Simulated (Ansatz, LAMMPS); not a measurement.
# Electronic structure of amorphous polyacrylonitrile (as short chains C14N4H18) at 440 K (108 atoms), part 2 of 2

Wanted: forces, charges and levels of amorphous polyacrylonitrile (as short chains C14N4H18) at 440 K (108 atoms).

Ansatz 0.2.0; Kohn-Sham DFT, PBE+D3(BJ), PAW (set soft_2), plane waves.

The cell: 42 C, 12 N and 54 H. The network of contacts between molecules at the start is that of the classical potential that made the cell. The density was typed from a rule of thumb and may lie off the real one at this temperature. Only the Γ point is sampled, in a cell whose shortest periodic width is 11 Å.

So far. Step 3 (Plane-wave single point): Electrostatic potential energy in the bc plane at fractional x = 0.084, with atoms of C and H and N within 0.2 Å of it. With pseudopotentials it is smooth inside the atoms' cores, unlike the true potential.

### Step 3. Plane-wave single point (continued)

Valence density in the bc plane at fractional x = 0.084, with atoms of C and H and N within 0.2 Å of it. It is the smooth field of the valence electrons, not physical close to the nuclei.

Values in e/Å³, 13 rows by 16 columns, each cell a mean:
```
0.2 0.9 0.5 0.1 0.0 0.0 0.1 0.8 1.5 0.6 0.1 0.0 0.0 0.0 0.0 0.0
0.1 0.3 0.2 0.1 0.1 0.2 0.2 0.6 1.2 0.5 0.1 0.0 0.1 0.1 0.1 0.0
0.0 0.0 0.1 0.6 1.9 1.9 1.6 1.6 1.7 0.7 0.1 0.0 0.2 0.4 0.1 0.0
0.0 0.0 0.1 0.9 2.5 1.8 1.0 0.7 0.7 0.4 0.1 0.0 0.1 0.2 0.1 0.0
0.0 0.0 0.0 0.1 0.2 0.2 0.1 0.1 0.1 0.1 0.1 0.3 0.1 0.0 0.0 0.0
0.0 0.0 0.0 0.0 0.0 0.0 0.0 0.1 0.1 0.1 0.5 1.0 0.2 0.0 0.0 0.0
0.0 0.0 0.0 0.0 0.0 0.0 0.0 0.1 0.1 0.1 0.5 0.5 0.1 0.0 0.0 0.0
0.0 0.0 0.0 0.0 0.0 0.0 0.0 0.0 0.0 0.3 1.4 1.1 0.2 0.0 0.0 0.0
0.1 0.0 0.0 0.0 0.0 0.0 0.0 0.0 0.0 0.5 2.5 1.6 0.2 0.0 0.0 0.1
1.1 0.5 0.4 0.1 0.0 0.0 0.0 0.0 0.0 0.3 1.3 0.8 0.1 0.0 0.1 0.8
1.7 1.5 0.9 0.1 0.0 0.0 0.0 0.0 0.0 0.0 0.1 0.1 0.0 0.0 0.1 0.6
0.8 0.4 0.1 0.0 0.0 0.0 0.0 0.0 0.0 0.0 0.0 0.0 0.0 0.1 0.1 0.3
0.2 0.2 0.1 0.0 0.0 0.0 0.0 0.3 0.5 0.2 0.0 0.0 0.0 0.1 0.1 0.1
```
Columns run along b (10.6 Å), rows up along c (10.6 Å). Atoms in or near the plane, at fractional coordinates: C at (0.03, 0.18), H at (0.11, 0.93), H at (0.98, 0.27), H at (0.14, 0.21), C at (0.67, 0.39), C at (0.52, 0.80), C at (0.39, 0.77), N at (0.28, 0.75), H at (0.70, 0.59).

Mean Löwdin charges: C -0.12, H +0.20, N -0.20 e (they miss 1.3 % of the electrons, so they add up to more than the cell's charge).

### Step 4. Local order

Bonds and neighbours are counted at the geometry of the runs.

Density 1.02 g/cm³, 10.94 Å³ an atom.

g(r), total and by pair (bins of 0.2 Å):

```tsv
r (Å)	total	H-H	H-C	H-N	C-C	C-N	N-N
1.00	1.99	0.00	5.10	0.00	0.00	0.00	0.00
1.20	2.37	0.00	4.23	0.00	0.00	8.40	0.00
1.40	0.60	0.00	0.00	0.00	3.97	0.00	0.00
1.60	0.95	0.69	0.00	0.00	5.09	0.00	0.00
1.80	0.61	2.44	0.00	0.00	0.00	0.00	0.00
2.00	0.54	0.23	1.24	0.00	0.00	0.00	0.00
2.20	1.44	0.68	3.22	0.00	0.10	0.00	0.00
2.40	1.00	1.84	0.53	0.38	1.91	0.00	0.00
2.60	1.40	1.21	1.27	1.54	1.94	1.63	0.00
2.80	1.00	1.08	1.30	1.75	0.14	0.12	0.00
3.00	0.85	1.11	0.78	1.52	0.53	0.20	0.00
3.20	0.97	0.96	0.83	1.98	0.63	1.00	0.61
3.40	0.97	0.72	0.77	1.58	0.55	2.50	1.15
3.60	0.93	0.89	0.96	1.19	0.37	1.52	1.02
3.80	0.83	0.78	0.64	1.16	0.88	1.34	0.88
4.00	0.84	1.02	0.79	0.64	0.63	1.17	0.42
4.20	0.94	0.82	0.87	1.18	0.97	1.12	1.85
4.40	0.92	0.80	0.92	1.16	0.92	0.96	0.67
4.60	0.94	1.01	0.74	0.96	1.04	1.37	0.92
4.80	0.88	0.78	0.92	0.97	0.81	1.02	0.83
5.00	1.01	0.94	1.03	1.10	0.98	0.98	1.56
5.20	1.06	1.17	1.16	0.83	0.90	0.83	0.96
```

Bonds by pair of elements; cutoffs follow the first minimum of g(r), held within bounds set by covalent radii, and pairs that aren't listed don't count as bonded:

```tsv
pair A-B	cutoff (Å)	bonds	mean length (Å)	spread (Å)	shortest (Å)	B about A	A about B
H-C	1.34	54	1.09	0.035	1.01	1	1.29
C-C	1.85	39	1.52	0.05	1.41	1.86	1.86
C-N	1.62	12	1.16	0.016	1.14	0.286	1
```

How many atoms have how many bonded neighbours:

```tsv
element	mean	1	2	4
C	3.43	0	12	30
H	1	54	0	0
N	1	12	0	0
```

Bond angles, per cent of each kind in bins of 5°:

```tsv
angle (°)	C-C-H	C-C-C	H-C-H	C-C-N
90–95	1.0	0.0	0.0	0.0
95–100	2.9	0.0	6.7	0.0
100–105	16.7	14.6	33.3	0.0
105–110	34.3	29.2	36.7	0.0
110–115	35.3	29.2	10.0	0.0
115–120	7.8	22.9	13.3	0.0
120–125	2.0	4.2	0.0	0.0
125–130	0.0	0.0	0.0	0.0
130–135	0.0	0.0	0.0	0.0
135–140	0.0	0.0	0.0	0.0
140–145	0.0	0.0	0.0	0.0
145–150	0.0	0.0	0.0	0.0
150–155	0.0	0.0	0.0	0.0
155–160	0.0	0.0	0.0	0.0
160–165	0.0	0.0	0.0	0.0
165–170	0.0	0.0	0.0	16.7
170–175	0.0	0.0	0.0	50.0
175–180	0.0	0.0	0.0	33.3
```

Bond angles (no mean is given where the spread exceeds 20°):

```tsv
angle	count	mean (°)	spread (°)
C-C-H	102	109	5
C-C-C	48	111	5.1
H-C-H	30	107	5.3
C-C-N	12	173	3.8
```

Bond length by coordination (bonds to H left out):

```tsv
element	coordination	atoms	mean bond length (Å)
C	2	12	1.32
C	4	30	1.53
```

By these cutoffs 71 % of C atoms have 4, all H atoms have 1 and all N atoms have 1 bonded neighbour. The C-C-H angle averages 109° with a spread of 5°.

A closer look about C12, picked at random: 8 atoms, nearest first, numbered in the order of the input, with positions taken from that point.

```tsv
atom	x	y	z	distance (Å)	bonds	Löwdin charge (e)	Fx	Fy	Fz (eV/Å)
C12	0.00	0.00	0.00	0.00	2	0.19	-1.49	1.59	1.14
N13	0.76	-0.13	-0.86	1.15	1	-0.20	1.07	-0.46	-1.05
C11	-0.92	0.23	1.14	1.48	4	-0.11	0.15	-0.35	-0.30
H30	-1.55	1.20	1.08	2.24	1	0.21	0.93	-1.49	-0.42
C14	-1.80	-1.03	1.18	2.38	4	-0.26	1.52	-0.77	-0.96
H28	0.90	-0.22	2.24	2.43	1	0.21	0.85	-0.51	0.18
C10	-0.03	0.25	2.43	2.44	4	-0.26	-1.64	2.63	-1.14
H32	-1.15	-1.94	1.09	2.50	1	0.18	-0.42	0.54	0.07
```

The column of bonds counts only the pairs H-C within 1.34 Å, C-C within 1.85 Å, C-N within 1.62 Å; other neighbours, such as metal atoms beside each other in a compound, aren't counted, and periodic images can show an atom twice.

### Step 5. Outcome

| Item | Value |
| --- | --- |
| free energy per atom | -148.1974 eV/atom |
| pressure | 1.451 GPa |
| r.m.s. force component | 1.071 eV/Å |
| gap (highest filled to lowest empty level) | 5.839 eV |
| wall time of the 1 DFT run | 6 s |

**Reading.** Between filled and empty levels lie 5.84 eV (at Γ alone); a semilocal functional tends to put such gaps too low. In a disordered cell it changes from sample to sample, and tail or defect levels can set it. By these cutoffs 71 % of C atoms have 4, all H atoms have 1 and all N atoms have 1 bonded neighbour.

**Limits.** The force components of 1.1 eV/Å r.m.s. hold both thermal displacement and the mismatch between the potential that made the cell and DFT, above all in bond lengths inside molecules. The pressure of a single frame lacks the kinetic term.

[Logs are printed without paths, hosts, clocks, repeated set-up lines and the standing remarks that a program may print on its own settings, such as how far it seeks lower states.]

[Hosts, paths, dates, database ids (printed as entryN), source tags and the programs' standing remarks are cut or masked in the printed files.]
